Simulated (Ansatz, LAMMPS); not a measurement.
# S in place of O at several sites of glassy 83P2O5-17Al2O3 (mol %) (80 atoms): runs compared

Aim: make S in place of O at several sites of glassy 83P2O5-17Al2O3 (mol %) (80 atoms), relax each, and compare their energies.

Computed with Ansatz 0.2.0: Kohn-Sham DFT, PBE, PAW (set soft_2), plane waves.

## Step 1: The cell as built

The cell holds 80 atoms: 20 P, 4 Al and 56 O. Cell: a = 10.138 Å, b = 10.138 Å, c = 10.138 Å, α = 90.0°, β = 90.0°, γ = 90.0°. 80 atoms (20 P, 4 Al, 56 O) placed at random at 2.43 g/cm³, melted at 4000 K for 10 ps at fixed volume with the Morse and Coulomb pair potential with partial charges (Pedone, Malavasi, Menziani, Cormack and Segre, J. Phys. Chem. B 110, 11780 (2006)). Quenched from 4000 K to 300 K at 6 K/ps and fixed volume, held 10 ps at zero pressure.

What the set-up can't give: The quench rate of 6 K/ps far exceeds what a furnace or splat quench reaches, so expect more defects and frozen-in strain than in a real sample. The network of bonds at the start is that of the classical potential that made the cell, and needn't be the one that DFT or experiment would give. Only the Γ point is sampled, in a cell whose shortest periodic width is 10 Å.

## Step 2: The reference run

The reference is a single point at the end of the relaxation.

Every defect cell starts from the geometry of this run and is relaxed in the fixed cell.

Its input, with most atom lines left out:

```yaml
crystal:
  lattice:
    - [10.13788, 0.0, 0.0]
    - [0.0, 10.13788, 0.0]
    - [0.0, 0.0, 10.13788]
  atoms:
    - { symbol: P, position: [0.89424, 0.79273, 0.9362] }
    - { symbol: P, position: [0.94552, 0.39546, 0.40489] }
    - { symbol: P, position: [0.82375, 0.61558, 0.71145] }
    - { symbol: P, position: [0.2031, 0.44841, 0.08136] }
    - { symbol: P, position: [0.03941, 0.69693, 0.17355] }
    - { symbol: P, position: [0.5399, 0.24559, 0.00855] }
    - { symbol: P, position: [0.87704, 0.98722, 0.37014] }
    [... atom lines 8 to 80 left out ...]
kpoints:
  mp_grid: { grid: [1, 1, 1] }
hamiltonian:
  xc: pbe
scf:
  occupations: { method: gaussian, width: 0.025 }
output:
  forces: true
  stress: true
  populations: intrinsic
  dos:
    method: { smearing: { sigma: 0.15 } }
    de: 0.1
    projected: { site_lists: { Al: [Al], O: [O], P: [P] } }
  eigenvalues: true
  write_density: true
  write_potential: true
  volumetric_format: npy
  elf: true
```

* free energy per atom: -613.3204 eV/atom
* r.m.s. force component: 0.00942 eV/Å
* pressure: -1.202 GPa

Filled and empty levels are parted by 3.11 eV (at Γ alone); a semilocal functional tends to put such gaps too low. In a disordered cell it changes from sample to sample, and tail or defect levels can set it.

## Step 3: The runs

Each row is one run, on 4 threads of Arm Neoverse V2, shared host. The free energy is the program's total, comparable only between runs with the same functional, potentials and atoms.

| run | atoms | outcome | ionic steps, all passes | free energy (eV) | time | host memory (GiB) |
| --- | --- | --- | --- | --- | --- | --- |
| Single point at the start | 80 | converged | - | -49055.604 | 8.9 s | 1.2 |
| Relaxation | 80 | converged | 19 | -49065.634 | 2.3 min | 1.2 |
| Single point at the relaxed geometry | 80 | converged | - | -49065.634 | 15 s | 1.2 |
| S on a site of O, site O78 | 80 | converged | 37 | -49399.816 | 12 min | 2.1 |
| S on a site of O, site O65 | 80 | converged | 28 | -49399.573 | 8.9 min | 2.0 |
| S on a site of O, site O36 | 80 | converged | 18 | -49398.950 | 6 min | 2.0 |
| S on a site of O, site O42 | 80 | converged | 22 | -49399.450 | 7.2 min | 1.9 |
| S on a site of O, site O43 | 80 | converged | 16 | -49399.306 | 5.1 min | 2.0 |
| S on a site of O, site O38 | 80 | converged | 10 | -49399.829 | 3.3 min | 2.0 |

In some runs the program notes that the exchange-correlation potential is rough where the density is thin and starting moments were not kept.

Local excerpt of 15 atoms (numbers count through the whole input) about site O38, the cheapest one, after relaxation; x, y, z are measured from there.

| atom | x | y | z | distance (Å) | bonds |
| --- | --- | --- | --- | --- | --- |
| S38 | -0.02 | 0.25 | 0.29 | 0.38 | 1 |
| P16 | -0.59 | -0.52 | -1.37 | 1.58 | 4 |
| O59 | 0.50 | -0.57 | -2.51 | 2.62 | 2 |
| O68 | -0.98 | -2.20 | -1.19 | 2.69 | 2 |
| O53 | -1.88 | 0.01 | -1.99 | 2.74 | 2 |
| O46 | 1.37 | -2.59 | -0.35 | 2.95 | 2 |
| O40 | 3.09 | -0.66 | -0.38 | 3.18 | 2 |
| O48 | -0.71 | -2.92 | 1.10 | 3.20 | 2 |
| P19 | 0.01 | -3.24 | -0.46 | 3.27 | 5 |
| O43 | 1.53 | 1.63 | 2.48 | 3.34 | 2 |
| O64 | -1.18 | 1.10 | 3.06 | 3.45 | 2 |
| O45 | 0.06 | 3.27 | 1.29 | 3.52 | 2 |
| O56 | 2.75 | 1.44 | -1.73 | 3.55 | 2 |
| O76 | -1.25 | -1.52 | 3.00 | 3.59 | 2 |
| O36 | -0.77 | 3.31 | -1.18 | 3.60 | 2 |

The column of bonds counts only the pairs O-P within 2.11 Å, O-Al within 2.38 Å, P-S within 2.33 Å; other neighbours, such as metal atoms beside each other in a compound, aren't counted, and periodic images can show an atom twice.

## Step 4: The sites compared

All these cells hold the same atoms, so their energies can be compared with no chemical potential.

| site | neighbours | mean distance (Å) | atoms within 6 Å | energy over the best site (eV) | before relaxation (eV) | gain on relaxing (eV) |
| --- | --- | --- | --- | --- | --- | --- |
| O38 | P | 1.47 | 64 | 0.00 | 0.00 | 6.47 |
| O78 | P | 1.46 | 71 | 0.01 | 1.38 | 7.84 |
| O65 | AlP | 1.78 | 61 | 0.26 | 1.03 | 7.25 |
| O42 | P2 | 1.60 | 72 | 0.38 | 3.45 | 9.55 |
| O43 | AlP | 1.68 | 69 | 0.52 | 2.48 | 8.43 |
| O36 | P2 | 1.62 | 68 | 0.88 | 2.16 | 7.75 |

Neighbours are those of the relaxed host within 2.11 Å (O-P), 2.43 Å (O-Al); other pairs aren't counted.

## Step 5: What came out

The cheapest site is O38 (1 neighbour, P); the dearest, O36 (2 neighbours, P2), costs 0.88 eV more. O78 lies within 0.02 eV of the cheapest, a tie at this tolerance. By coordination the energies over the best site are 0.00 to 0.01 eV with 1 neighbour and 0.26 to 0.88 eV with 2 neighbours. Relaxation gains 6.5 to 9.5 eV and leaves the best site the same.

**Limits.** Defects are neutral and interact with their images. The reference ran with gaussian smearing of 0.025 eV, but 6 of the 6 defect cells with fermi-dirac smearing of 0.025 eV, spin polarised. In a disordered cell the relaxation can also rearrange atoms far from the site. In the spin-polarised runs the search for a state of lower energy was switched off. Only 6 of the 56 O sites were tried; unless symmetry makes the others alike to these, a cheaper one may exist.

The DFT runs together took 46 min of wall time.

[Logs are printed without paths, hosts, clocks, repeated set-up lines and the standing remarks that a program may print on its own settings, such as how far it seeks lower states.]

[Hosts, paths, dates, database ids (printed as entryN), source tags and the programs' standing remarks are cut or masked in the printed files.]
